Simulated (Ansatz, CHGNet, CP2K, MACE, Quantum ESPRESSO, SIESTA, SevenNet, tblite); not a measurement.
**Codes compared on Na+ TFSI- in propylene carbonate and ethylene carbonate at 330 K (114 atoms)**

How near do other programs and methods come to a plane-wave reference for Na+ TFSI- in propylene carbonate and ethylene carbonate at 330 K (114 atoms)? A plane-wave run serves as the reference.

Program: Quantum ESPRESSO 7.5. Level of theory: Kohn-Sham DFT, PBE, SSSP efficiency 1.3.0 pseudopotentials, plane waves. Results are calculated unless marked as measured.

**1. Set-up**

The cell holds 114 atoms: 2 N, 4 S, 29 O, 29 C, 12 F, 36 H and 2 Na. Cell: a = 11.218 Å, b = 11.218 Å, c = 11.218 Å, α = 90.0°, β = 90.0°, γ = 90.0°. 4 propylene carbonate, 3 ethylene carbonate, 2 Na+, 2 TFSI- placed at random, at 1.5 g/cm³; overlaps pushed apart, then 10 ps at 550 K with Joung-Cheatham ions (J. Phys. Chem. B 112, 9020 (2008)); MMFF94 bonds, angles, torsions, charges and radii (Halgren, J. Comput. Chem. 17, 490 (1996)) in harmonic and 12-6 forms; charges of ions scaled by 0.8. Snapshot after 30 ps at 330 K and fixed volume. Then every atom was moved at random, 0.05 Å r.m.s. a Cartesian component (hydrogen 0.6 of that).

**2. The reference run**

pw.in

```
&control
  calculation = 'scf'
  pseudo_dir = './pseudo'
  outdir = './tmp'
  disk_io = 'none'
  tprnfor = .true.
  tstress = .true.
/
&system
  ibrav = 0
  nat = 114
  ntyp = 7
  ecutwfc = 60
  ecutrho = 480
  nosym = .true.
  occupations = 'smearing'
  smearing = 'fd'
  degauss = 0.003675
/
&electrons
  conv_thr = 5.7e-07
  electron_maxstep = 100
  mixing_beta = 0.4
  mixing_mode = 'plain'
  diagonalization = 'david'
/
ATOMIC_SPECIES
N 14.007 N.upf
S 32.060 S.upf
O 15.999 O.upf
C 12.011 C.upf
F 18.998 F.upf
H 1.008 H.upf
Na 22.990 Na.upf
CELL_PARAMETERS angstrom
11.21847 0.00000 0.00000
0.00000 11.21847 0.00000
0.00000 0.00000 11.21847
ATOMIC_POSITIONS crystal
N 0.45818 0.52832 0.44128
S 0.55290 0.59488 0.34800
O 0.66140 0.59671 0.39742
O 0.50799 0.68966 0.28813
C 0.54940 0.47617 0.23739
F 0.46167 0.40795 0.25158
F 0.52748 0.51214 0.12485
F 0.65197 0.41534 0.23012
S 0.54263 0.44494 0.52482
O 0.63212 0.39160 0.47942
O 0.46655 0.37212 0.59680
C 0.59548 0.55994 0.63111
[... 98 atom lines left out ...]
H 0.69377 0.22547 0.05940
H 0.73816 0.16859 0.92564
Na 0.79243 0.75379 0.49499
Na 0.42241 0.17981 0.68145
K_POINTS gamma
```

Command:

```bash
OMP_NUM_THREADS=1 mpirun -np 4 pw.x -in pw.in > output.txt
```

What it wrote:

```text
Program PWSCF
     gamma-point specific algorithms are used
     one sub-group per band group will be used
     scalapack distributed-memory algorithm (size of sub-group:  2*  2 procs)
     Parallelization info
     sticks:   dense  smooth     PW     G-vecs:    dense   smooth      PW
     Min        4286    2145    536               422842   149609   18692
     Max        4289    2148    537               422852   149612   18697
     Sum       17149    8585   2145              1691383   598441   74773
     bravais-lattice index     =            0
     lattice parameter (alat)  =      21.1998  a.u.
     unit-cell volume          =    9527.9067 (a.u.)^3
     number of atoms/cell      =          114
     number of atomic types    =            7
     number of electrons       =       462.00
[... lines left out ...]
     scf convergence threshold =      5.7E-07
[... lines left out ...]
     number of k points=     1  Fermi-Dirac smearing, width (Ry)=  0.0037
[... lines left out ...]
     total energy              =   -2691.93446801 Ry
[... lines left out ...]
     total energy              =   -2694.67064093 Ry
[... lines left out ...]
     total energy              =   -2694.78528527 Ry
[... lines left out ...]
     total energy              =   -2694.83096904 Ry
[... lines left out ...]
     total energy              =   -2694.83097026 Ry
[... lines left out ...]
   -25.5206 -25.4622 -24.8688 -24.8521 -24.6411 -24.5777 -24.5369 -24.4860
   -24.0840 -24.0597 -23.9152 -23.7972 -23.7332 -23.5786 -23.3396 -22.9497
[...]
6.4607   6.5217   6.5885   6.6472   6.7281   6.8250   6.9050   6.9851
     7.0835   7.1282   7.1667   7.2172   7.3244   7.3964   7.4447   7.5014
     7.5440   7.6602   7.6726   7.7516   7.7851
     the Fermi energy is     1.9240 ev
!    total energy              =   -2694.83097066 Ry
     estimated scf accuracy    <       0.00000007 Ry
     smearing contrib. (-TS)   =      -0.00000000 Ry
     internal energy E=F+TS    =   -2694.83097066 Ry
     The total energy is F=E-TS. E is the sum of the following terms:
     one-electron contribution =   -2429.60335831 Ry
     hartree contribution      =    1385.48563775 Ry
     xc contribution           =    -562.81534846 Ry
     ewald contribution        =    -633.13852435 Ry
     one-center paw contrib.   =    -454.75937729 Ry
     convergence has been achieved in  12 iterations
     Forces acting on atoms (cartesian axes, Ry/au):
     atom    1 type  1   force =     0.05692787    0.01744595   -0.01420689
     atom    2 type  2   force =    -0.28135436   -0.24622993    0.01029113
     atom    3 type  3   force =     0.37557476    0.05901969    0.12114655
[...]
atom  113 type  7   force =     0.00508769   -0.02702310    0.00078232
     atom  114 type  7   force =    -0.01313907    0.01220736    0.00684171
     Total force =     2.217697     Total SCF correction =     0.000458
     Computing stress (Cartesian axis) and pressure
          total   stress  (Ry/bohr**3)                   (kbar)     P=       62.87
   0.00052524  -0.00007474  -0.00004132           77.26      -11.00       -6.08
  -0.00007474   0.00039761   0.00000157          -11.00       58.49        0.23
  -0.00004132   0.00000157   0.00035925           -6.08        0.23       52.85
     Message from routine punch:
     Nothing written, as per user request (disk_io='none')
```

The job ended after 2.8 min (4 MPI ranks of Arm Neoverse V2, shared host; peak memory 3.8 GiB; 11 min of CPU time).

Banners, paths, timers and routine set-up lines are dropped from the logs unmarked, and long logs keep their key lines alone; longer cuts are marked.

Numbers from this run:

- r.m.s. force component: 3.083 eV/Å
- longest force: 18.82 eV/Å
- pressure: 6.287 GPa
- gap (highest filled to lowest empty level): 3.766 eV

**3. Structure statistics**

Pair distribution functions g(r), in bins of 0.2 Å:

```tsv
r (Å)	total	H-H	H-C	H-O	H-F	H-S	H-N
0.90	0.09	0.00	0.56	0.00	0.00	0.00	0.00
1.10	2.44	0.00	14.30	0.00	0.00	0.00	0.00
1.30	1.86	0.00	1.07	0.00	0.00	0.00	0.00
1.50	1.16	0.00	0.00	0.00	0.00	0.00	0.00
1.70	0.42	2.61	0.00	0.00	0.00	0.00	0.00
1.90	0.60	3.27	0.28	0.56	0.00	0.00	0.00
2.10	1.23	0.18	2.60	2.46	0.28	0.00	0.00
2.30	1.27	1.48	1.57	0.31	0.24	0.00	0.00
2.50	0.98	2.62	0.42	0.92	0.82	0.00	0.00
2.70	0.90	1.42	1.25	1.25	0.36	0.00	1.09
2.90	0.59	0.61	0.71	0.97	1.55	0.00	0.00
3.10	1.08	1.53	1.51	1.50	1.23	0.00	0.80
3.30	0.82	0.79	0.98	0.85	0.23	1.05	0.69
3.50	0.86	0.92	0.75	0.57	0.42	0.97	1.29
3.70	0.83	0.70	0.67	0.94	0.85	1.11	0.00
3.90	0.86	0.63	0.64	1.14	1.12	0.52	0.54
4.10	0.87	0.41	0.96	0.80	0.70	0.71	0.46
4.30	0.97	0.75	0.81	1.42	1.04	0.00	1.67
4.50	1.00	1.15	0.98	1.04	0.96	1.91	0.79
4.70	1.05	0.70	1.00	0.92	1.59	1.07	1.44
4.90	0.94	0.98	0.87	1.12	1.25	0.97	0.67
5.10	1.09	0.96	1.02	1.29	0.85	1.93	1.19
5.30	1.15	1.11	1.17	1.01	1.39	1.39	1.11
5.50	1.10	0.83	1.23	1.12	1.13	1.03	1.54
```

**4. What was run beside it**

The programs:
- CHGNet: machine-learned potential, published weights.
- CP2K 2026.2: Gaussian basis with GTH pseudopotentials and a plane-wave density; labels give functional, basis (MOLOPT sets; SR short-range, UZH the newer set with its own potentials), grid cutoff/relative cutoff and solver (OT: orbital transformation; TRS4, TC2, SIGN: linear-scaling purification with its sparsity filter), or its built-in tight binding.
- MACE: machine-learned potential, published weights.
- SIESTA 5.4.2: numerical atomic orbitals, whose automatically made sets are far from complete, with PseudoDojo norm-conserving potentials that we converted to its format (checked against plane waves on the same files for H, C, O, Si, Ge and Ca alone); labels give functional, basis size, energy shift and mesh cutoff.
- SevenNet: machine-learned potential, published weights.
- tblite 0.8.0: extended tight binding, driven from Python.

All use the same cell and atoms; the electronic-structure runs use the same k-mesh, and an electronic temperature of 580 K (0.05 eV) where levels are smeared.

Differences are against the plane-wave reference, forces as r.m.s. over components; share is that over the reference's r.m.s. force, slope the least-squares factor from reference forces to these. Total energies of different programs have different zeros and aren't compared.

```tsv
run	Δ force, r.m.s. (meV/Å)	share (%)	slope	Δ pressure (GPa)	Δ gap (eV)	cores	CPU time	memory (GiB)
reference	-	-	-	-	-	4	11 min	3.8
CHGNet r2SCAN potential	558	18.1	0.871	-2.33	-	1	3.9 s	1.7
CP2K PBE+D3(BJ), DZVP-MOLOPT-SR, 800/50 Ry, diagonalisation	161	5.22	1.030	0.0287	0.0072	4	5.7 min	6.4
CP2K PBE, DZVP-MOLOPT-SR, 400/50 Ry, diagonalisation (coarse)	211	6.83	1.026	0.695	0.0053	2	3.4 min	1.9
CP2K PBE, DZVP-MOLOPT-SR, 800/50 Ry, diagonalisation	158	5.14	1.029	0.699	0.0072	4	5.7 min	6.3
CP2K PBE, SZV-MOLOPT-SR, 800/50 Ry, TRS4 filter 1e-03, SCF 1e-04 (coarse)	4056	132	1.776	24.5	-	2	85 s	2.6
CP2K PBE, SZV-MOLOPT-SR, 800/50 Ry, diagonalisation (coarse)	3988	129	1.776	24.0	-1.47	2	4.2 min	4.8
MACE MP-0b2 small potential	361	11.7	0.947	-0.0702	-	1	6 s	0.71
SIESTA PBE, DZ, shift 0.01 Ry, mesh 500 Ry (coarse)	2217	71.9	1.341	11.4	-0.342	2	2.2 min	1.4
SIESTA PBE, DZP, shift 0.01 Ry, mesh 500 Ry	421	13.7	1.072	0.725	0.108	2	4.5 min	2.1
SIESTA PBE, SZ, shift 0.01 Ry, mesh 500 Ry (coarse)	4250	138	1.710	32.3	-1.35	1	97 s	0.95
SIESTA PBE, SZ, shift 0.02 Ry, mesh 500 Ry (coarse)	3958	128	1.689	29.3	-1.50	1	89 s	0.85
SIESTA PBE, SZ, shift 0.02 Ry, mesh 500 Ry, orbital minimisation (coarse)	3958	128	1.689	29.3	-	2	2.3 min	1.1
SevenNet l3i5 potential	353	11.5	0.954	-0.997	-	1	9.7 s	1.9
tblite GFN2-xTB	648	21.0	0.864	-5.07	-	1	7.5 s	0.15
```

Rows marked coarse were listed beforehand as settings not expected to be converged; some can still land near the reference.

Times of the machine-learned potentials are mostly Python's start and the loading of weights.

CPU time is summed over cores on a shared host, where runs went side by side, so it is rough. Symmetry, cutoffs, thresholds, outputs and thread counts weren't matched or tuned between programs; memory under MPI is the largest rank's times the ranks.

Left out of this page: tblite IPEA1-xTB (killed or ended with an error).

Runs without a result: CP2K GFN1-xTB, diagonalisation (not converged, the SCF not settling); CP2K PBE, SZV-MOLOPT-SR, 800/50 Ry, TRS4 filter 1e-04, SCF 1e-05 (not converged, the SCF not settling); CP2K PBE, SZV-MOLOPT-SR, 800/50 Ry, TRS4 filter 1e-06, SCF 1e-06 (not converged, the SCF not settling); SIESTA PBE, SZ, shift 0.02 Ry, mesh 500 Ry, order-N, radius 3.5 Å, eta -2.98 eV (stopped at the start: stopping program Stopping Program from Node:    1); SIESTA PBE, SZ, shift 0.02 Ry, mesh 500 Ry, order-N, radius 6.5 Å, eta -2.98 eV (stopped at the start: stopping program Stopping Program from Node:    3).

Mean charges by element (e), by run and scheme:

```tsv
run	scheme	N	S	O	C	F	H
CP2K PBE+D3(BJ), DZVP-MOLOPT-SR, 800/50 Ry, diagonalisation	Mulliken	-0.47	+0.58	-0.21	+0.05	-0.10	+0.09
CP2K PBE, DZVP-MOLOPT-SR, 800/50 Ry, diagonalisation	Mulliken	-0.47	+0.58	-0.21	+0.05	-0.10	+0.09
SIESTA PBE, DZP, shift 0.01 Ry, mesh 500 Ry	Hirshfeld	-0.26	+0.37	-0.14	+0.08	-0.05	+0.02
tblite GFN2-xTB	Mulliken	-0.58	+1.00	-0.36	+0.20	-0.17	+0.07
```

Within one program, basis, potentials and functional, energies share a zero. Each run against its twin at the usual cutoff or grid and solver:

```tsv
run	twin	Δ energy (meV/atom)	Δ force, r.m.s. (meV/Å)	CPU time over the twin's
CP2K PBE, DZVP-MOLOPT-SR, 400/50 Ry, diagonalisation	DZVP-MOLOPT-SR, 800/50 Ry, diagonalisation	-2.80	185	0.60 (this twin ran on 4 cores)
CP2K PBE, SZV-MOLOPT-SR, 800/50 Ry, TRS4 filter 1e-03, SCF 1e-04	SZV-MOLOPT-SR, 800/50 Ry, diagonalisation	85.6	913	0.34
SIESTA PBE, SZ, shift 0.02 Ry, mesh 500 Ry, orbital minimisation	SZ, shift 0.02 Ry, mesh 500 Ry	0	0.223	1.5 (this twin ran on 1 cores)
```

**5. Outcome**

| Property | Result |
| --- | --- |
| reference r.m.s. force component | 3.08 eV/Å |
| nearest in forces | CP2K PBE, DZVP-MOLOPT-SR, 800/50 Ry, diagonalisation, 5.1 % |
| farthest in forces | SIESTA PBE, SZ, shift 0.01 Ry, mesh 500 Ry (coarse), 138 % |
| cheapest electronic-structure run beside the reference | tblite GFN2-xTB, 7.5 s of CPU time |

What this shows: The PBE runs in local orbitals, coarse settings apart, differ by 5.1 % (CP2K PBE, DZVP-MOLOPT-SR, 800/50 Ry, diagonalisation) to 14 % (SIESTA PBE, DZP, shift 0.01 Ry, mesh 500 Ry); basis, grid and potentials can all enter. Tight binding differs by 21 % (tblite GFN2-xTB); it is another model, with fitted parameters of its own, and the xTB methods hold dispersion. Machine-learned potentials differ by 11 % (SevenNet l3i5 potential) to 18 % (CHGNet r2SCAN potential); they were trained on other programs' data, some at another functional. Rows with another functional or a dispersion term differ by 5.2 % (CP2K PBE+D3(BJ), DZVP-MOLOPT-SR, 800/50 Ry, diagonalisation), which mixes the change of model with differences of basis and potentials. Runs with settings chosen to be coarse differ by 6.8 % (CP2K PBE, DZVP-MOLOPT-SR, 400/50 Ry, diagonalisation) to 138 % (SIESTA PBE, SZ, shift 0.01 Ry, mesh 500 Ry), their programs' other errors included. Of the electronic-structure runs that take under half the reference's CPU time, CP2K PBE, DZVP-MOLOPT-SR, 400/50 Ry, diagonalisation comes nearest, at 6.8 % in 3.4 min against 11 min. At the same functional, gaps differ from the reference's 3.77 eV by between -1.50 and +0.11 eV. In pressure, SIESTA PBE, SZ, shift 0.01 Ry, mesh 500 Ry misses by +32.3 GPa, at the same functional. Charges hang on model, scheme and program or settings: among these rows the mean for S runs from +0.37 to +1.00 e. In the reference: filled and empty levels are parted by 3.77 eV (on the run's k-points); a semilocal functional tends to put such gaps too low. In a disordered cell it changes from sample to sample and from frame to frame. Periodic xTB results under one method name differ between programs and library versions. Forces of 3.1 eV/Å r.m.s. are well above thermal ones: they come largely from the bond lengths of the classical model and from the random displacements, and they dominate the comparison. The reference's pressure holds the uncorrected Pulay stress of its 60 Ry basis, so small pressure differences, and their order, may be the reference's own error. Machine-learned potentials mimic data converged in k, so the reference's own k-point error enters their differences. The network of contacts between molecules at the start is that of the classical potential that made the cell, and needn't be the one that DFT or experiment would give. The reference's PBE has no dispersion term, which matters for the binding between molecules or layers. The electronic-structure runs sample only Γ, in a cell whose shortest periodic width is 11 Å.

[Also dropped from logs without a mark: logging warnings of Python, and SIESTA's first energy breakdown and zero terms.]

[Logs are printed without paths, hosts, clocks, repeated set-up lines and the standing remarks that a program may print on its own settings, such as how far it seeks lower states.]

[Hosts, paths, dates, database ids (printed as entryN), source tags and the programs' standing remarks are cut or masked in the printed files.]

[The MMFF94 radii named for the starting cell were scaled by 0.96; in molecules described by MMFF94, hydrogen bound to N, O or S took a small fixed 12-6 site in their place.]
